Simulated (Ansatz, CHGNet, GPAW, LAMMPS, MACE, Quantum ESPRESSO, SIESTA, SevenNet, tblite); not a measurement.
**How far do other methods lie from plane waves? Liquid ethanol at 300 K (108 atoms)**

Aim: forces, pressure and gap of liquid ethanol at 300 K (108 atoms) at one geometry, from other programs and methods, against plane-wave PBE.

Results are calculated, not measured.

## 1. The cell

The cell holds 108 atoms (24 C, 12 O and 72 H), with edges of 10.51, 10.51 and 10.51 Å. Recipe: 12 ethanol placed at random, at 0.79 g/cm³; overlaps pushed apart, then 10 ps at 450 K with MMFF94 bonds, angles, torsions, charges and radii (Halgren, J. Comput. Chem. 17, 490 (1996)) in harmonic and 12-6 forms. Snapshot after 20 ps at 300 K and fixed volume. The density is 0.79 g/cm³.

## 2. The reference input

Quantum ESPRESSO 7.5: Kohn-Sham DFT, PBE, SSSP efficiency 1.3.0 pseudopotentials, plane waves. Its input, pw.in:

```
&control
  calculation = 'scf'
  pseudo_dir = './pseudo'
  outdir = './tmp'
  disk_io = 'none'
  tprnfor = .true.
  tstress = .true.
/
&system
  ibrav = 0
  nat = 108
  ntyp = 3
  ecutwfc = 60
  ecutrho = 480
  nosym = .true.
  occupations = 'smearing'
  smearing = 'fd'
  degauss = 0.003675
/
&electrons
  conv_thr = 5.4e-07
  electron_maxstep = 100
  mixing_beta = 0.4
  mixing_mode = 'plain'
  diagonalization = 'david'
/
ATOMIC_SPECIES
C 12.011 C.upf
O 15.999 O.upf
H 1.008 H.upf
CELL_PARAMETERS angstrom
10.51326 0.00000 0.00000
0.00000 10.51326 0.00000
0.00000 0.00000 10.51326
ATOMIC_POSITIONS crystal
C 0.27544 0.29160 0.05408
C 0.30346 0.34257 0.92728
O 0.34876 0.47094 0.93940
H 0.35584 0.29179 0.12396
[... 102 atom lines left out ...]
H 0.55194 0.46735 0.06902
H 0.79883 0.46732 0.99388
K_POINTS gamma
```

```console
$ OMP_NUM_THREADS=1 mpirun -np 2 pw.x -in pw.in > output.txt
```

Wall time 1.7 min (2 MPI ranks of Arm Neoverse V2, shared host); peak memory 2.9 GiB; 3.4 min of CPU time.

It converged with an r.m.s. force component of 0.81 eV/Å and a pressure of 2.4 GPa.

Its highest filled and lowest empty levels lie 4.51 eV apart on its k-points.

## 3. The other programs

- CHGNet: machine-learned potential, published weights.
- GPAW 26.7.0: PAW with atomic orbitals (LCAO), plane waves or a real-space grid of spacing h.
- MACE: machine-learned potential, published weights.
- Quantum ESPRESSO 7.5: plane waves; labels (QE) give functional, pseudopotential set and cutoffs of waves/density.
- SIESTA 5.4.2: numerical atomic orbitals, whose automatically made sets are far from complete, with PseudoDojo norm-conserving potentials that we converted to its format (checked against plane waves on the same files for H, C, O, Si, Ge and Ca alone); labels give functional, basis size, energy shift and mesh cutoff.
- SevenNet: machine-learned potential, published weights.
- tblite 0.8.0: extended tight binding, driven from Python.

All use the same cell and atoms, and the electronic-structure runs the same k-mesh.

## 4. Side by side

Differences are against the reference: forces as r.m.s. over components, share as that over the reference's r.m.s. force, slope as the fitted ratio of a run's forces to the reference's.

| run | Δ force, r.m.s. (meV/Å) | share (%) | slope | Δ pressure (GPa) | Δ gap (eV) | cores | CPU time | memory (GiB) |
| --- | --- | --- | --- | --- | --- | --- | --- | --- |
| reference | - | - | - | - | - | 2 | 3.4 min | 2.9 |
| CHGNet r2SCAN potential | 207 | 25.5 | 0.879 | -1.41 | - | 1 | 4.7 s | 1.9 |
| GPAW LDA, LCAO dzp, h 0.18 Å | 487 | 60.0 | 1.036 | - | 0.0389 | 2 | 59 s | 1.2 |
| GPAW PBE, LCAO dzp, h 0.18 Å | 323 | 39.8 | 1.078 | - | 0.312 | 2 | 66 s | 1.2 |
| GPAW PBE, LCAO dzp, h 0.18 Å, other mixer settings | 324 | 39.9 | 1.078 | - | 0.313 | 2 | 81 s | 1.1 |
| GPAW PBE, LCAO sz(dzp), h 0.18 Å (coarse) | 2105 | 259 | 1.474 | - | 0.847 | 1 | 22 s | 0.83 |
| MACE MPA-0 medium potential | 95.3 | 11.7 | 0.982 | 0.433 | - | 1 | 8.3 s | 1.4 |
| QE PBE, gbrv-1.5, 40/200 Ry | 138 | 17.0 | 1.021 | 0.656 | 0.0132 | 2 | 81 s | 0.95 |
| SIESTA PBE, DZ, shift 0.01 Ry, mesh 500 Ry (coarse) | 463 | 57.0 | 1.147 | 2.47 | 0.415 | 2 | 70 s | 0.99 |
| SIESTA PBE, DZP, shift 0.01 Ry, mesh 500 Ry | 335 | 41.2 | 1.106 | 1.95 | 0.351 | 2 | 2.5 min | 1.5 |
| SIESTA PBE, SZ, shift 0.02 Ry, mesh 500 Ry (coarse) | 2066 | 254 | 1.485 | 15.0 | 0.611 | 1 | 48 s | 0.61 |
| SIESTA PBE, SZP, shift 0.01 Ry, mesh 500 Ry (coarse) | 1157 | 143 | 1.176 | 6.71 | 0.861 | 2 | 2 min | 1.4 |
| SevenNet l3i5 potential | 84.7 | 10.4 | 0.999 | 0.0594 | - | 1 | 12 s | 2.0 |
| tblite GFN1-xTB | 234 | 28.9 | 0.965 | -1.55 | - | 1 | 1.9 s | 0.16 |
| tblite GFN2-xTB | 259 | 31.9 | 0.912 | -1.72 | - | 1 | 7.6 s | 0.16 |

Rows marked coarse were listed beforehand as settings not expected to be converged; some can still land near the reference.

Times of the machine-learned potentials are mostly Python's start and the loading of weights.

CPU time is summed over cores on shared hosts, so it is rough.

## 5. What came out

Forces lie from 10 % (SevenNet l3i5 potential) to 259 % (GPAW PBE, LCAO sz(dzp), h 0.18 Å, coarse) of the reference's r.m.s. force of 0.81 eV/Å away from it. Other PBE runs on plane waves or a grid: QE PBE, gbrv-1.5, 40/200 Ry 17 % of the r.m.s. force; potentials, cutoffs or grids differ between them, and this table alone doesn't tell which side is nearer the exact PBE result. The PBE runs in local orbitals, coarse settings apart, differ by 40 % (GPAW PBE, LCAO dzp, h 0.18 Å) to 41 % (SIESTA PBE, DZP, shift 0.01 Ry, mesh 500 Ry); basis, grid and potentials can all enter. Tight binding differs by 29 % (tblite GFN1-xTB) to 32 % (tblite GFN2-xTB); it is another model, with fitted parameters of its own, and the xTB methods hold dispersion.

Machine-learned potentials differ by 10 % (SevenNet l3i5 potential) to 25 % (CHGNet r2SCAN potential); they were trained on other programs' data, some at another functional. Rows with another functional or a dispersion term differ by 60 % (GPAW LDA, LCAO dzp, h 0.18 Å), which mixes the change of model with differences of basis and potentials. Runs with settings chosen to be coarse differ by 57 % (SIESTA PBE, DZ, shift 0.01 Ry, mesh 500 Ry) to 259 % (GPAW PBE, LCAO sz(dzp), h 0.18 Å), their programs' other errors included. Pressures at PBE, coarse settings apart, lie +0.66 to +1.95 GPa from the reference's. Gaps at PBE, coarse settings apart, lie +0.01 to +0.35 eV from the reference's.

Caveats: Periodic xTB results under one method name differ between programs and library versions. With short bonds to hydrogen, sets of potentials differ among themselves by several per cent in forces even at converged cutoffs, so the reference isn't exact here either. GBRV, made for solids, lies farthest in such cells, whatever the cutoff. The reference's pressure holds the uncorrected Pulay stress of its 60 Ry basis, so small pressure differences may be the reference's own error. Machine-learned potentials mimic data converged in k, so the reference's own k-point error enters their differences. The network of contacts between molecules at the start is that of the classical potential that made the cell, and needn't be the one that DFT or experiment would give. The reference's PBE has no dispersion term, which matters for the binding between molecules or layers. The density was typed from a rule of thumb and may lie off the real one at this temperature. The electronic-structure runs sample only Γ, in a cell whose shortest periodic width is 11 Å. Where levels are smeared, the DFT runs use Fermi–Dirac occupations at 580 K (0.05 eV), and energies are free energies. The reference's cutoffs and mesh weren't converged further here.

[Logs are printed without paths, hosts, clocks, repeated set-up lines and the standing remarks that a program may print on its own settings, such as how far it seeks lower states.]

[Hosts, paths, dates, database ids (printed as entryN), source tags and the programs' standing remarks are cut or masked in the printed files.]

[Cells were taken only where this reference lay near another plane-wave run.]

[The MMFF94 radii named for the starting cell were scaled by 0.96; in molecules described by MMFF94, hydrogen bound to N, O or S took a small fixed 12-6 site in their place.]
